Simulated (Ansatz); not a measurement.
# Gap against strain: armchair GaN nanoribbon (N = 9, H edges)

**Method.** Ansatz 0.2.0, plane waves with PAW datasets, PBE, Fermi-Dirac smearing of 0.05 eV, no spin-orbit coupling. The period is scaled from its relaxed value of 5.569 Å and the atoms relax, within the symmetry of the start, at each strain ε (in %); gaps, in eV, are read on a band path.

```tsv
period (Å)	energy (eV a cell)	place of the conduction minimum (Γ = 0, Z = 1)	ε	gap
5.346	+0.375	0.00	−4	2.535
5.457	+0.094	0.00	−2	2.5
5.569	0.000	0.00	0	2.44
5.791	+0.374	0.00	4	2.235
5.903	+0.837	0.00	6	2.067
```

One run is withheld: period (Å) = 5.680, with ε = 2. Fit a straight line gap = a + b × ε to the 5 rows shown and predict it.

**Fit.** The means are 0.8 for ε and 2.355 for gap. The sum of products of deviations is −3.222 and the sum of squares in ε is 68.8, so b = −3.222 / 68.8 = −0.04683 and a = 2.355 − (−0.04683) × 0.8 = 2.393. The residuals' standard deviation, with 3 degrees of freedom, is σ = 0.05.

**Prediction.** gap = 2.393 + (−0.04683) × 2 = 2.299. The run gave 2.354, so the prediction less the run is −0.055. The standard error of a prediction there, σ√(1 + 1/5 + (2 − 0.8)²/68.8), is 0.055, and the miss is 1 times that, for a point between the fitted rows. With so few rows σ is itself uncertain.

The gap narrows at every step from compression to tension.

**Limits.** Kohn-Sham gaps of a wire among periodic images, which in a check on one flat ribbon (7 Å apart) lowered the gap by 0.2 eV and flattened the slope; the slope b × 100 is a mean deformation potential of the gap, in eV per unit strain. Between neighbouring runs it lies between −8.4 and −1.8 eV, so a bend, a kink or scatter between runs makes one line a rough account. The unstrained row comes from a denser mesh than the others, which shifts its energy a little. Series of this kind are told only where this holds: a gap at every strain (compound wires with polar facets were set aside first). 88 of 101 did.

[Logs are printed without paths, hosts, clocks, repeated set-up lines and the standing remarks that a program may print on its own settings, such as how far it seeks lower states.]
